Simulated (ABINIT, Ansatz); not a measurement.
# Quasiparticle gap of Li3OCl (Pm-3m) in ABINIT, part 2 of 3

Wanted: ground state, empty states, screening and self-energy for Li3OCl (Pm-3m).

ABINIT 10.8.3; PBEsol and many-body steps on it, plane waves. Known limits of the many-body steps: not at the basis limit; coarse k mesh.

So far. Step 2 (Ground state): The gap is indirect, with the least direct gap 0.10 eV higher.

## 3. Bands along the symmetry lines

Level of this step: DFT, PBEsol, plane waves, norm-conserving pseudopotentials (ABINIT).

The cheap functional maps the bands first; the places of the edges decide which points the dearer methods must see.

File run.abi:

```
acell 3*1.0 Angstrom
rprim 
  3.908337000000 0.000000000000 0.000000000000
  0.000000000000 3.908337000000 0.000000000000
  0.000000000000 0.000000000000 3.908337000000
ntypat 3
znucl 3 17 8
natom 5
typat 1 1 1 2 3
xred 
  0.000000000000 0.500000000000 0.500000000000
  0.500000000000 0.000000000000 0.500000000000
  0.500000000000 0.500000000000 0.000000000000
  0.000000000000 0.000000000000 0.000000000000
  0.500000000000 0.500000000000 0.500000000000
pp_dirpath "pseudos"
pseudos "Li.upf, Cl.upf, O.upf"
ecut 36
iscf -2
irdden 1
kptopt 0
nkpt 50
kpt 
  0.00000000 0.00000000 0.00000000
  0.00000000 0.06250000 0.00000000
  0.00000000 0.12500000 0.00000000
  0.00000000 0.18750000 0.00000000
  0.00000000 0.25000000 0.00000000
  0.00000000 0.31250000 0.00000000
  0.00000000 0.37500000 0.00000000
  0.00000000 0.43750000 0.00000000
  0.00000000 0.50000000 0.00000000
  0.06250000 0.50000000 0.00000000
  0.12500000 0.50000000 0.00000000
  0.18750000 0.50000000 0.00000000
  0.25000000 0.50000000 0.00000000
  0.31250000 0.50000000 0.00000000
  0.37500000 0.50000000 0.00000000
  0.43750000 0.50000000 0.00000000
  0.50000000 0.50000000 0.00000000
  0.43750000 0.43750000 0.00000000
  0.37500000 0.37500000 0.00000000
  0.31250000 0.31250000 0.00000000
  0.25000000 0.25000000 0.00000000
  0.18750000 0.18750000 0.00000000
  0.12500000 0.12500000 0.00000000
  0.06250000 0.06250000 0.00000000
  0.00000000 0.00000000 0.00000000
  0.06250000 0.06250000 0.06250000
  0.12500000 0.12500000 0.12500000
  0.18750000 0.18750000 0.18750000
  0.25000000 0.25000000 0.25000000
  0.31250000 0.31250000 0.31250000
  0.37500000 0.37500000 0.37500000
  0.43750000 0.43750000 0.43750000
  0.50000000 0.50000000 0.50000000
  0.43750000 0.50000000 0.43750000
  0.37500000 0.50000000 0.37500000
  0.31250000 0.50000000 0.31250000
  0.25000000 0.50000000 0.25000000
  0.18750000 0.50000000 0.18750000
  0.12500000 0.50000000 0.12500000
  0.06250000 0.50000000 0.06250000
  0.00000000 0.50000000 0.00000000
  0.50000000 0.50000000 0.50000000
  0.50000000 0.50000000 0.43750000
  0.50000000 0.50000000 0.37500000
  0.50000000 0.50000000 0.31250000
  0.50000000 0.50000000 0.25000000
  0.50000000 0.50000000 0.18750000
  0.50000000 0.50000000 0.12500000
  0.50000000 0.50000000 0.06250000
  0.50000000 0.50000000 0.00000000
istwfk *1
nband 18
nbdbuf 2
tolwfr 1e-08
nstep 40
prtwf 0
prtvol 0
indata_prefix "in"
outdata_prefix "out"
tmpdata_prefix "tmp"
```

Launch:

```console
$ OMP_NUM_THREADS=1 mpirun -n 4 abinit run.abi > log
```

Numbers of over 12 decimals in the logs are rounded to 6 here.

Output:

```text
.Version 10.8.3 of ABINIT. v10.8.2 released Aug 2026.

 Symmetries : space group Pm -3 m (#221); Bravais cP (primitive cubic)
[... echo of the input left out ...]
== DATASET  1 ==================================================================
-   mpi_nproc: 4, omp_nthreads: 1 (-1 if OMP is not activated)

--- !DatasetInfo
iteration_state: {dtset: 1, }
dimensions: {natom: 5, nkpt: 50, mband: 18, nsppol: 1, nspinor: 1, nspden: 1, mpw: 4224, }
cutoff_energies: {ecut:  36.0, pawecutdg:  -1.0, }
electrons: {nelect:   2.20000000E+01, charge:   0.00000000E+00, occopt:   1.00000000E+00, tsmear:   1.00000000E-02, }

 Real(R)+Recip(G) space primitive vectors, cartesian coordinates (Bohr,Bohr^-1):
 R(1)=  7.3856865  0.0000000  0.0000000  G(1)=  0.1353970  0.0000000  0.0000000
 R(2)=  0.0000000  7.3856865  0.0000000  G(2)=  0.0000000  0.1353970  0.0000000
 R(3)=  0.0000000  0.0000000  7.3856865  G(3)=  0.0000000  0.0000000  0.1353970
 Unit cell volume ucvol=  4.0287713E+02 bohr^3
 Angles (23,13,12)=  9.00000000E+01  9.00000000E+01  9.00000000E+01 degrees

 getcut: wavevector=  0.0000  0.0000  0.0000  ngfft=  40  40  40
         ecut(hartree)=     36.000   => boxcut(ratio)=   2.00518

--- Pseudopotential description ------------------------------------------------
- Li Generated using ONCVPSP code by D. R. Hamann
-  3.00000   3.00000  180301                  znucl, zion, pspdat
12 -116133 1 -1 1944                          pspcod,pspxc,lmax,lloc,mmax
     nproj     2     2     0
  pspatm : epsatm=    2.60875052
         --- l  ekb(1:nproj) -->
             0   -4.855856   -1.482423
             1   -2.171544   -0.427615
 pspatm: atomic psp has been read  and splines computed

- Cl Generated using ONCVPSP code by D. R. Hamann
- 17.00000   7.00000  180301                  znucl, zion, pspdat
12 -116133 2 -1 1028                          pspcod,pspxc,lmax,lloc,mmax
     nproj     2     2     2
  pspatm : epsatm=    8.95520293
         --- l  ekb(1:nproj) -->
             0    8.193503    0.707970
[...]
pspatm: atomic psp has been read  and splines computed

- O Generated using ONCVPSP code by D. R. Hamann
-  8.00000   6.00000  180301                  znucl, zion, pspdat
12 -116133 2 -1 936                           pspcod,pspxc,lmax,lloc,mmax
     nproj     2     2     1
  pspatm : epsatm=    6.22910120
         --- l  ekb(1:nproj) -->
[...]
2   -1.335834
 pspatm: atomic psp has been read  and splines computed

--------------------------------------------------------------------------------

================================================================================
 prteigrs : about to open file out_EIG
 Non-SCF case, kpt    1 (  0.00000  0.00000  0.00000), residuals and eigenvalues=
  1.07E-09  2.98E-09  6.64E-09  6.06E-09  3.59E-09  1.18E-09  3.35E-09  9.05E-09
[...]
Non-SCF case, kpt   49 (  0.50000  0.50000  0.06250), residuals and eigenvalues=
[...]
Non-SCF case, kpt   50 (  0.50000  0.50000  0.00000), residuals and eigenvalues=
[...]
-9.7035E-02 -3.2284E-02  1.5037E-02  4.7091E-02  4.7091E-02  2.2026E-01
  2.9144E-01  3.3394E-01  3.3394E-01  4.1970E-01  4.1970E-01  5.5627E-01

--- !ResultsGS
iteration_state: {dtset: 1, }
comment   : Summary of ground state results
lattice_vectors:
- [  7.3856865,   0.0000000,   0.0000000, ]
- [  0.0000000,   7.3856865,   0.0000000, ]
- [  0.0000000,   0.0000000,   7.3856865, ]
lattice_lengths: [   7.38569,    7.38569,    7.38569, ]
lattice_angles: [ 90.000,  90.000,  90.000, ] # degrees, (23, 13, 12)
lattice_volume:   4.0287713E+02
convergence: {deltae:  0.000E+00, res2:  0.000E+00, residm:  9.994E-09, diffor:  0.000E+00, }
etotal    :  -5.45622844E+01
entropy   :   0.00000000E+00
fermie    :   4.70913236E-02
cartesian_stress_tensor: null
pressure_GPa: null
xred      :
- [  0.0000E+00,   5.0000E-01,   5.0000E-01, Li]
- [  5.0000E-01,   0.0000E+00,   5.0000E-01, Li]
- [  5.0000E-01,   5.0000E-01,   0.0000E+00, Li]
- [  0.0000E+00,   0.0000E+00,   0.0000E+00, Cl]
- [  5.0000E-01,   5.0000E-01,   5.0000E-01,  O]
cartesian_forces: null
force_length_stats: {min: null, max: null, mean: null, }

 Integrated electronic density in atomic spheres:
 ------------------------------------------------
 Atom  Sphere_radius  Integrated_density
[...]
================================================================================

 ----iterations are completed or convergence reached----

 Mean square residual over all n,k,spin=   49.927E-10; max=  99.937E-10
 reduced coordinates (array xred) for    5 atoms
[...]
0.000000000000      0.000000000000      0.000000000000
       0.500000000000      0.500000000000      0.500000000000

 cartesian coordinates (angstrom) at end:
    1      0.000000     1.954168     1.954168
    2      1.954168     0.000000     1.954168
    3      1.954168     1.954168     0.000000
    4      0.000000     0.000000     0.000000
    5      1.954168     1.954168     1.954168
 length scales=  1.889726125908  1.889726125908  1.889726125908 bohr
              =  1.000000000000  1.000000000000  1.000000000000 angstroms
 prteigrs : about to open file out_EIG
 Eigenvalues (hartree) for nkpt=  50  k points:
 kpt#   1, nband= 18, wtk=  1.00000, kpt=  0.0000  0.0000  0.0000 (reduced coord)
[...]
kpt#   2, nband= 18, wtk=  1.00000, kpt=  0.0000  0.0625  0.0000 (reduced coord)
[...]
kpt#   3, nband= 18, wtk=  1.00000, kpt=  0.0000  0.1250  0.0000 (reduced coord)
[...]
kpt#  49, nband= 18, wtk=  1.00000, kpt=  0.5000  0.5000  0.0625 (reduced coord)
[...]
0.41877    0.55934
 kpt#  50, nband= 18, wtk=  1.00000, kpt=  0.5000  0.5000  0.0000 (reduced coord)
  -1.52583   -1.52580   -1.52580   -0.49543   -0.47969   -0.09704   -0.09704   -0.03228
   0.01504    0.04709    0.04709    0.22026    0.29144    0.33394    0.33394    0.41970
   0.41970    0.55627

== END DATASET(S) ==============================================================
================================================================================

 -outvars: echo values of variables after computation  --------
            nband          18
             nkpt          50
          spgroup         221
 [... the other variables as echoed above ...]

 Calculation completed.
```

Wall time 27 s (4 MPI ranks of Arm Neoverse N1, shared host); peak memory 0.32 GiB.

Numbers from this step:

* gap: 4.610 eV
* k of the valence top: 0.5, 0.5, 0
* k of the conduction bottom: 0, 0, 0
* least direct gap: 4.712 eV

The gap is 4.610 eV, as in the run before at this level.

Electronic bands along the path, in eV, zero at the top of the highest filled band:

```csv
point,band 8,band 9,band 10,band 11,band 12,band 13,band 14,band 15
Γ,-2.97,-0.50,-0.50,-0.50,4.61,6.87,6.87,11.59
halfway,-2.72,-0.81,-0.73,-0.73,5.48,6.61,8.08,9.62
X,-2.37,-1.07,-1.07,-0.98,6.35,6.39,8.82,8.82
halfway,-2.27,-0.98,-0.53,-0.38,5.44,7.41,7.96,8.29
M,-2.16,-0.87,0.00,0.00,4.71,6.65,7.81,7.81
halfway,-2.52,-0.99,-0.83,-0.27,5.53,7.44,8.39,8.44
Γ,-2.97,-0.50,-0.50,-0.50,4.61,6.87,6.87,11.59
halfway,-3.06,-0.67,-0.55,-0.55,6.57,7.64,7.64,7.66
R,-3.58,-0.71,-0.71,-0.71,8.59,8.59,8.59,8.65
halfway,-3.03,-0.89,-0.41,-0.26,6.44,7.09,7.45,8.70
X,-2.37,-1.07,-1.07,-0.98,6.35,6.39,8.82,8.82
jump to R,-3.58,-0.71,-0.71,-0.71,8.59,8.59,8.59,8.65
halfway,-2.95,-0.79,-0.34,-0.34,6.48,7.36,7.91,7.91
M,-2.16,-0.87,0.00,0.00,4.71,6.65,7.81,7.81
```

## 4. Empty states on the mesh, 4×4×4 mesh, 55 bands

The sums over transitions need many empty states on a uniform mesh; this step solves for them.

File run.abi:

```
acell 3*1.0 Angstrom
rprim 
  3.908337000000 0.000000000000 0.000000000000
  0.000000000000 3.908337000000 0.000000000000
  0.000000000000 0.000000000000 3.908337000000
ntypat 3
znucl 3 17 8
natom 5
typat 1 1 1 2 3
xred 
  0.000000000000 0.500000000000 0.500000000000
  0.500000000000 0.000000000000 0.500000000000
  0.500000000000 0.500000000000 0.000000000000
  0.000000000000 0.000000000000 0.000000000000
  0.500000000000 0.500000000000 0.500000000000
pp_dirpath "pseudos"
pseudos "Li.upf, Cl.upf, O.upf"
ecut 36
ngkpt 4 4 4
nshiftk 1
shiftk 0 0 0
kptopt 1
chksymbreak 0
iscf -2
irdden 1
istwfk *1
nband 55
nbdbuf 4
tolwfr 1e-09
nstep 60
prtvol 0
indata_prefix "in"
outdata_prefix "out"
tmpdata_prefix "tmp"
```

Output:

```text
.Version 10.8.3 of ABINIT. v10.8.2 released Aug 2026.

 Symmetries : space group Pm -3 m (#221); Bravais cP (primitive cubic)
[... echo of the input left out ...]
== DATASET  1 ==================================================================
-   mpi_nproc: 4, omp_nthreads: 1 (-1 if OMP is not activated)

--- !DatasetInfo
iteration_state: {dtset: 1, }
dimensions: {natom: 5, nkpt: 10, mband: 55, nsppol: 1, nspinor: 1, nspden: 1, mpw: 4224, }
cutoff_energies: {ecut:  36.0, pawecutdg:  -1.0, }
electrons: {nelect:   2.20000000E+01, charge:   0.00000000E+00, occopt:   1.00000000E+00, tsmear:   1.00000000E-02, }

 Real(R)+Recip(G) space primitive vectors, cartesian coordinates (Bohr,Bohr^-1):
 R(1)=  7.3856865  0.0000000  0.0000000  G(1)=  0.1353970  0.0000000  0.0000000
 R(2)=  0.0000000  7.3856865  0.0000000  G(2)=  0.0000000  0.1353970  0.0000000
 R(3)=  0.0000000  0.0000000  7.3856865  G(3)=  0.0000000  0.0000000  0.1353970
 Unit cell volume ucvol=  4.0287713E+02 bohr^3
 Angles (23,13,12)=  9.00000000E+01  9.00000000E+01  9.00000000E+01 degrees

 getcut: wavevector=  0.0000  0.0000  0.0000  ngfft=  40  40  40
         ecut(hartree)=     36.000   => boxcut(ratio)=   2.00518

--- Pseudopotential description ------------------------------------------------
- Li Generated using ONCVPSP code by D. R. Hamann
-  3.00000   3.00000  180301                  znucl, zion, pspdat
12 -116133 1 -1 1944                          pspcod,pspxc,lmax,lloc,mmax
     nproj     2     2     0
  pspatm : epsatm=    2.60875052
         --- l  ekb(1:nproj) -->
             0   -4.855856   -1.482423
             1   -2.171544   -0.427615
 pspatm: atomic psp has been read  and splines computed

- Cl Generated using ONCVPSP code by D. R. Hamann
- 17.00000   7.00000  180301                  znucl, zion, pspdat
12 -116133 2 -1 1028                          pspcod,pspxc,lmax,lloc,mmax
     nproj     2     2     2
  pspatm : epsatm=    8.95520293
         --- l  ekb(1:nproj) -->
             0    8.193503    0.707970
[...]
pspatm: atomic psp has been read  and splines computed

- O Generated using ONCVPSP code by D. R. Hamann
-  8.00000   6.00000  180301                  znucl, zion, pspdat
12 -116133 2 -1 936                           pspcod,pspxc,lmax,lloc,mmax
     nproj     2     2     1
  pspatm : epsatm=    6.22910120
         --- l  ekb(1:nproj) -->
[...]
2   -1.335834
 pspatm: atomic psp has been read  and splines computed

--------------------------------------------------------------------------------

================================================================================
 prteigrs : about to open file out_EIG
 Non-SCF case, kpt    1 (  0.00000  0.00000  0.00000), residuals and eigenvalues=
  7.89E-10  2.47E-10  9.96E-10  3.99E-10  1.58E-10  1.65E-10  2.99E-10  4.09E-10
  1.80E-10  4.40E-10  9.43E-10  5.82E-11  9.77E-11  1.91E-10  4.71E-11  1.17E-10
  2.00E-10  3.18E-11  6.71E-11  1.48E-10  5.36E-11  9.65E-11  6.36E-10  1.95E-10
[...]
5.55E-10  8.66E-10  6.79E-10  1.48E-09  1.02E-08  2.63E-06  1.78E-05
 -1.5275E+00 -1.5250E+00 -1.5250E+00 -5.0410E-01 -4.7234E-01 -6.1968E-02
 -6.1968E-02 -6.1968E-02  2.8594E-02  2.8594E-02  2.8594E-02  2.1652E-01
  2.9964E-01  2.9964E-01  4.7288E-01  4.7288E-01  4.7288E-01  4.8388E-01
[...]
1.3238E+00  1.3725E+00  1.3725E+00  1.3725E+00  1.4148E+00  1.4532E+00
  1.4532E+00  1.4532E+00  1.5566E+00  1.5566E+00  1.5566E+00  1.6228E+00
  1.6233E+00
 prteigrs : prtvol=0 or 1, do not print more k-points.

--- !ResultsGS
iteration_state: {dtset: 1, }
comment   : Summary of ground state results
lattice_vectors:
- [  7.3856865,   0.0000000,   0.0000000, ]
- [  0.0000000,   7.3856865,   0.0000000, ]
- [  0.0000000,   0.0000000,   7.3856865, ]
lattice_lengths: [   7.38569,    7.38569,    7.38569, ]
lattice_angles: [ 90.000,  90.000,  90.000, ] # degrees, (23, 13, 12)
lattice_volume:   4.0287713E+02
convergence: {deltae:  0.000E+00, res2:  0.000E+00, residm:  9.989E-10, diffor:  0.000E+00, }
etotal    :  -5.45622844E+01
entropy   :   0.00000000E+00
fermie    :   4.70913236E-02
cartesian_stress_tensor: null
pressure_GPa: null
xred      :
- [  0.0000E+00,   5.0000E-01,   5.0000E-01, Li]
- [  5.0000E-01,   0.0000E+00,   5.0000E-01, Li]
- [  5.0000E-01,   5.0000E-01,   0.0000E+00, Li]
- [  0.0000E+00,   0.0000E+00,   0.0000E+00, Cl]
- [  5.0000E-01,   5.0000E-01,   5.0000E-01,  O]
cartesian_forces: null
force_length_stats: {min: null, max: null, mean: null, }

 Integrated electronic density in atomic spheres:
 ------------------------------------------------
 Atom  Sphere_radius  Integrated_density
[...]
================================================================================

 ----iterations are completed or convergence reached----

 Mean square residual over all n,k,spin=   41.635E-11; max=  99.888E-11
 reduced coordinates (array xred) for    5 atoms
[...]
0.000000000000      0.000000000000      0.000000000000
       0.500000000000      0.500000000000      0.500000000000

 cartesian coordinates (angstrom) at end:
    1      0.000000     1.954168     1.954168
    2      1.954168     0.000000     1.954168
    3      1.954168     1.954168     0.000000
    4      0.000000     0.000000     0.000000
    5      1.954168     1.954168     1.954168
 length scales=  1.889726125908  1.889726125908  1.889726125908 bohr
              =  1.000000000000  1.000000000000  1.000000000000 angstroms
 prteigrs : about to open file out_EIG
 Eigenvalues (hartree) for nkpt=  10  k points:
 kpt#   1, nband= 55, wtk=  0.01563, kpt=  0.0000  0.0000  0.0000 (reduced coord)
[...]
0.95513    0.99161    0.99161    1.18066    1.18066    1.18066    1.27051    1.27051
   1.27051    1.32379    1.32379    1.37255    1.37255    1.37255    1.41478    1.45317
   1.45317    1.45317    1.55661    1.55661    1.55661    1.62284    1.62331
 prteigrs : prtvol=0 or 1, do not print more k-points.

== END DATASET(S) ==============================================================
================================================================================

 -outvars: echo values of variables after computation  --------
            nband          55
             nkpt          10
          spgroup         221
 [... the other variables as echoed above ...]

 Calculation completed.
```

Run time: 25 s. Hardware: 4 MPI ranks; peak memory 0.3 GiB.

Numbers from this step:

```yaml
gap: 4.610 eV
k_of_the_valence_top: 0.5, 0.5, 0
k_of_the_conduction_bottom: 0, 0, 0
least_direct_gap: 4.712 eV
k_points_computed: 10
lowest_point_of_the_top_converged_band_above_the_valence_top: 37.42 eV
```

On this mesh the gap is 4.610 eV.

## 5. Screening, 4×4×4 mesh, 51 bands, screening to 98 eV

The RPA dielectric matrix is built and inverted for each q.

This step: RPA screening on PBEsol, plane waves, norm-conserving pseudopotentials.

Changes to run.abi since step 4:

```diff
@@ -23,10 +23,11 @@
 chksymbreak 0
-iscf -2
-irdden 1
 istwfk *1
-nband 55
-nbdbuf 4
-tolwfr 1e-09
-nstep 60
-prtvol 0
+occopt 1
+irdwfk 1
+optdriver 3
+nband 51
+ecuteps 3.6
+inclvkb 2
+awtr 1
+symchi 1
 indata_prefix "in"
```

Output:

```text
.Version 10.8.3 of ABINIT. v10.8.2 released Aug 2026.

 Symmetries : space group Pm -3 m (#221); Bravais cP (primitive cubic)
[... echo of the input left out ...]
== DATASET  1 ==================================================================
-   mpi_nproc: 4, omp_nthreads: 1 (-1 if OMP is not activated)

--- !DatasetInfo
iteration_state: {dtset: 1, }
dimensions: {natom: 5, nkpt: 10, mband: 51, nsppol: 1, nspinor: 1, nspden: 1, mpw: 4224, }
cutoff_energies: {ecut:  36.0, pawecutdg:  -1.0, }
electrons: {nelect:   2.20000000E+01, charge:   0.00000000E+00, occopt:   1.00000000E+00, tsmear:   1.00000000E-02, }

 SCREENING: Calculation of the susceptibility and dielectric matrices

 Based on a program developped by R.W. Godby, V. Olevano, G. Onida, and L. Reining.
 Incorporated in ABINIT by V. Olevano, G.-M. Rignanese, and M. Torrent.
.Using double precision arithmetic ; gwpc =  8

[... cell and pseudopotentials left out ...]
--------------------------------------------------------------------------------

 ==== K-mesh for the wavefunctions ====
 Number of points in the irreducible wedge :    10
[... list of points left out ...]
 Together with 48 symmetry operations and time-reversal symmetry
 yields    64 points in the full Brillouin Zone.

 ==== Q-mesh for the screening function ====
 Number of points in the irreducible wedge :    10
[... list of points left out ...]
 Together with 48 symmetry operations and time-reversal symmetry
 yields    64 points in the full Brillouin Zone.

 setmesh: FFT mesh size selected  =    25x   25x   25
          total number of points  =        15625

 vcoul_init : cutoff-mode = AUXILIARY_FUNCTION
 q-points for optical limit:   1
     1)      0.000010    0.000020    0.000030

- screening: taking advantage of time-reversal symmetry
- Maximum band index for partially occupied states nbvw = 11
- Remaining bands to be divided among processors   nbcw = 40
- Number of bands treated by each node ~10

 Number of electrons calculated from density =   22.0000; Expected =   22.0000
 average of density, n =  0.054607
 r_s =    1.6351
 omega_plasma =   22.5414 [eV]

 calculating chi0 at frequencies [eV] :
  1    0.000000E+00    0.000000E+00
  2    0.000000E+00    2.254139E+01

--------------------------------------------------------------------------------
  q-point number  1        q = ( 0.000000, 0.000000, 0.000000) [r.l.u.]
--------------------------------------------------------------------------------
[... chi0 elements left out ...]
 For q-point:  0.000010 0.000020 0.000030
  dielectric constant =   3.0184
  dielectric constant without local fields =   3.3914

  Average fulfillment of the sum rule on Im[epsilon] for q-point    1 :     45.76  [%]
[... wings left out ...]
  q-point number  2        q = ( 0.250000, 0.000000, 0.000000) [r.l.u.]
--------------------------------------------------------------------------------
[... chi0 elements left out ...]
  Average fulfillment of the sum rule on Im[epsilon] for q-point    2 :     61.00  [%]

 [... 8 further q-points ...]
```

Wall time 21 s (4 MPI ranks); peak memory 0.65 GiB; 85 s of CPU time.

Numbers from this step:

```
ε∞ with local fields, on this mesh, along the program's q direction : 3.018
the same without local fields                                       : 3.391
plasma frequency                                                    : 22.54 eV
plane waves in the screening matrix                                 : 123
```

Local fields lower ε∞ by 11 %. On a Γ-centred mesh this coarse the value itself is usually too large, while a short band sum pulls it down.

[end of part 2 of 3]

[Paths, hosts, dates, memory and timing lines, banners, echoed tables and standing remarks are left out of the program output.]

[Logs are printed without paths, hosts, clocks, repeated set-up lines and the standing remarks that a program may print on its own settings, such as how far it seeks lower states.]

[Runs of the session that timed out or met a known fault of the program may be left out.]

[No measured gap is set beside runs whose start may be inverted or whose files or cutoffs have a known fault.]

[Hosts, paths, dates, database ids (printed as entryN), source tags and the programs' standing remarks are cut or masked in the printed files.]

[G0W0 gaps are taken among the corrected bands and points alone; a level outside them can change the order at an edge.]

[Where Ansatz stands beside ABINIT at settings called matched, ABINIT's density can come from a denser mesh and the files from another edition; pairs whose starting gaps differed by over 0.03 eV were left out, so agreement reads better than it is.]
